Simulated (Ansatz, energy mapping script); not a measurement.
# VOF2 monolayer: energy mapping under LDA+U (1.92 eV), part 2 of 2

Wanted: the magnetic order of VOF2 monolayer, its couplings and an estimate of its ordering temperature, by LDA+U (1.92 eV).

LDA with U = 1.92 eV on V d, ortho-atomic projectors; plane waves, U on orthogonalised atomic orbitals unless named otherwise, collinear spin, no spin–orbit coupling.

So far. Step 8 (Order 5: parallel, cell C of 8 atoms): The run ends ferromagnetic. For each magnetic atom its energy differs from the parallel run of the first cell by -0.04 meV, an error that one common reference would have brought in. Step 9 (Order 6: compensated +−, cell C of 8 atoms): The run ends antiferromagnetic, 8.45 meV a magnetic atom above the parallel order of its cell.

## 10. Parallel start in cell D (12 atoms)

input.yaml reads:

```yaml
crystal:
  lattice:
    - [3.085137, 3.731866, 0.0]
    - [0.0, 11.195598, 0.0]
    - [0.0, 0.0, 17.495121]
  atoms:
    - { symbol: V, position: [0.480221, 0.996214333, 0.5], spin: 2.0 }
    - { symbol: V, position: [0.480221, 0.329547667, 0.5], spin: 2.0 }
    - { symbol: V, position: [0.480221, 0.662881, 0.5], spin: 2.0 }
    - { symbol: O, position: [0.480221, 0.846008667, 0.5] }
    - { symbol: O, position: [0.480221, 0.179342, 0.5] }
    - { symbol: O, position: [0.480221, 0.512675333, 0.5] }
    - { symbol: F, position: [0.980221, 0.847502667, 0.428691] }
    - { symbol: F, position: [0.980221, 0.180836, 0.428691] }
    - { symbol: F, position: [0.980221, 0.514169333, 0.428691] }
    - { symbol: F, position: [0.980221, 0.847502667, 0.571309] }
    - { symbol: F, position: [0.980221, 0.180836, 0.571309] }
    - { symbol: F, position: [0.980221, 0.514169333, 0.571309] }
magnetization:
  spin_polarized: true
kpoints:
  mp_grid: { grid: [11, 5, 1] }
hamiltonian:
  xc: lda
  hubbard:
    sites:
      - { species: V, l: d, u_eff: 1.92 }
      - { site: 0, l: d, u_eff: 1.92, starting_ns: [{ spin: up, occupation_matrix: v1_major }, { spin: down, occupation_matrix: v1_minor }] }
      - { site: 1, l: d, u_eff: 1.92, starting_ns: [{ spin: up, occupation_matrix: v1_major }, { spin: down, occupation_matrix: v1_minor }] }
      - { site: 2, l: d, u_eff: 1.92, starting_ns: [{ spin: up, occupation_matrix: v1_major }, { spin: down, occupation_matrix: v1_minor }] }
    projectors: ortho-atomic
    occupation_matrices:
      v1_major:
        matrix:
          - [0.879, 0.0, 0.0, -0.24, 0.0]
          - [0.0, 0.219, 0.0, 0.0, 0.0]
          - [0.0, 0.0, 0.285, 0.0, 0.0]
          - [-0.24, 0.0, 0.0, 0.455, 0.0]
          - [0.0, 0.0, 0.0, 0.0, 0.309]
      v1_minor:
        matrix:
          - [0.112, 0.0, 0.0, 0.088, 0.0]
          - [0.0, 0.195, 0.0, 0.0, 0.0]
          - [0.0, 0.0, 0.215, 0.0, 0.0]
          - [0.088, 0.0, 0.0, 0.265, 0.0]
          - [0.0, 0.0, 0.0, 0.0, 0.23]
scf:
  occupations: { method: fermi_dirac, width: 0.07 }
output:
  eigenvalues: true
```

Command:

```
$ ansatz run input.yaml --threads 4 --pin off --max-ram 8192MiB --backend cpu --events-out ev --progress --plain --runs-dir out
```

Elapsed: 86 s, on 4 threads of Arm Neoverse V1, shared host; peak memory 2.4 GiB.

The run ends ferromagnetic. For each magnetic atom its energy differs from the parallel run of the first cell by 0.02 meV, an error that one common reference would have brought in.

## 11. Order 8: uncompensated ++−, cell D of 12 atoms

This order reverses 1.33 of the 2 neighbours at 3.08 Å, 1.33 of the 2 neighbours at 3.73 Å and 1.33 of the 4 neighbours at 4.84 Å, counted for an average magnetic atom.

Edit input.yaml of step 10 so:

```diff
@@ -8,3 +8,3 @@
     - { symbol: V, position: [0.480221, 0.329547667, 0.5], spin: 2.0 }
-    - { symbol: V, position: [0.480221, 0.662881, 0.5], spin: 2.0 }
+    - { symbol: V, position: [0.480221, 0.662881, 0.5], spin: -2.0 }
     - { symbol: O, position: [0.480221, 0.846008667, 0.5] }
@@ -29,3 +29,3 @@
       - { site: 1, l: d, u_eff: 1.92, starting_ns: [{ spin: up, occupation_matrix: v1_major }, { spin: down, occupation_matrix: v1_minor }] }
-      - { site: 2, l: d, u_eff: 1.92, starting_ns: [{ spin: up, occupation_matrix: v1_major }, { spin: down, occupation_matrix: v1_minor }] }
+      - { site: 2, l: d, u_eff: 1.92, starting_ns: [{ spin: up, occupation_matrix: v1_minor }, { spin: down, occupation_matrix: v1_major }] }
     projectors: ortho-atomic
```

It took 1.8 min on 4 threads; peak memory 2.4 GiB.

The run ends ferrimagnetic, 5.88 meV a magnetic atom above the parallel order of its cell.

## 12. Mapping onto a Heisenberg model

Each energy difference is a sum of couplings weighted by the pairs that the order reverses. A few near shells are fitted to the differences by least squares. Energies are those extrapolated to zero occupation width, not the free energies F.

Energies from the parallel order of the same cell:

```csv
order,atoms,energy (meV a magnetic atom),moments (μB),moments kept as typed,"opposed neighbours at 3.08, 3.73, 4.84 Å"
parallel in cell A,8,0.00,0.77,yes,"0, 0, 0"
compensated +− in cell A,8,8.92,0.75,yes,"2, 0, 4"
parallel in cell B,8,0.00,0.77,yes,"0, 0, 0"
compensated +− in cell B,8,1.45,0.76,yes,"0, 2, 4"
parallel in cell C,8,0.00,0.77,yes,"0, 0, 0"
compensated +− in cell C,8,8.45,0.75,yes,"2, 2, 0"
parallel in cell D,12,0.00,0.77,yes,"0, 0, 0"
uncompensated ++− in cell D,12,5.88,0.75 to 0.76,yes,"1.33, 1.33, 1.33"
```

The Heisenberg fit (each pair counts twice, positive J is ferromagnetic):

```
pair  distance (Å)  neighbours  J (meV)
 V–V          3.08           2     1.99
 V–V          3.73           2    0.120
 V–V          4.84           4    0.120
```

Adding the shell at 6.17 Å gives 2.0, 0.12, 0.12 and -0.028 meV and a mean-field temperature of 36.0 K, an exact solve that tests nothing.

Limits of this fit: couplings between layers, chains or clusters are absent from the fit or under 2 % of the largest, so temperatures below mark short-range order.

In mean field these couplings order at 36.3 K.

## 13. Monte Carlo

Mean field ignores fluctuations and overstates the ordering temperature, so the model is also sampled. The heat capacity peaks where order sets in.

Classical unit spins with these couplings on 32×28×1 copies of a cell that holds the lowest order (896 spins), heat-bath sweeps, cooled from random directions, 1467 sweeps to settle and 4403 measured at each temperature, averaged over 4 runs.

| T (K) | heat capacity (k_B a spin) |
| --- | --- |
| 4.36 | 1.06 |
| 7.45 | 1.08 |
| 12.1 | 1.31 |
| 15.2 | 1.49 |
| 18.3 | 1.27 |
| 22.9 | 0.94 |
| 26.0 | 0.76 |
| 29.1 | 0.64 |
| 32.2 | 0.55 |
| 36.8 | 0.43 |
| 39.9 | 0.37 |

The smoothed heat capacity has a broad peak at 14.8 K. An isotropic layer has no long-range order above 0 K, so no order parameter is shown.

## 14. What came out

| Item | Value |
| --- | --- |
| lowest order tried | parallel |
| largest fitted value, V–V at 3.08 Å | 1.99 meV |
| ordering temperature, mean field | 36.3 K |
| heat-capacity peak, Monte Carlo | 14.8 K |

What this shows: Of the orders tried, VOF2 monolayer prefers parallel moments under LDA+U (1.92 eV). The largest fitted coupling is the V–V pair at 3.08 Å, ferromagnetic at 2.0 meV, across a ligand at about 101°. The orders also reverse pairs at 6.17 Å, which are not fitted, so the fitted values hold their part too. With 4 differences for 3 couplings the fit misses by 0.057 meV at most, a small part of the spread. In the fitted orders moments change by up to 2.4 % against the parallel run of the same cell, so their size stays put. The fitted couplings above 2 % of the largest link the moments within layers only, where isotropic couplings give no order above 0 K. The peak at 14.8 K marks where short-range order sets in on this finite lattice; real ordering needs anisotropy.

[Logs and program files are shortened in this print: banners, set-up blocks, solver, clock and traceback lines can be left out without a mark of their own.]

[Logs are printed without paths, hosts, clocks, repeated set-up lines and the standing remarks that a program may print on its own settings, such as how far it seeks lower states.]

[Hosts, paths, dates, database ids (printed as entryN), source tags and the programs' standing remarks are cut or masked in the printed files.]

[Where a cell is said to come from a database of computed structures, the database is the Materials Project.]
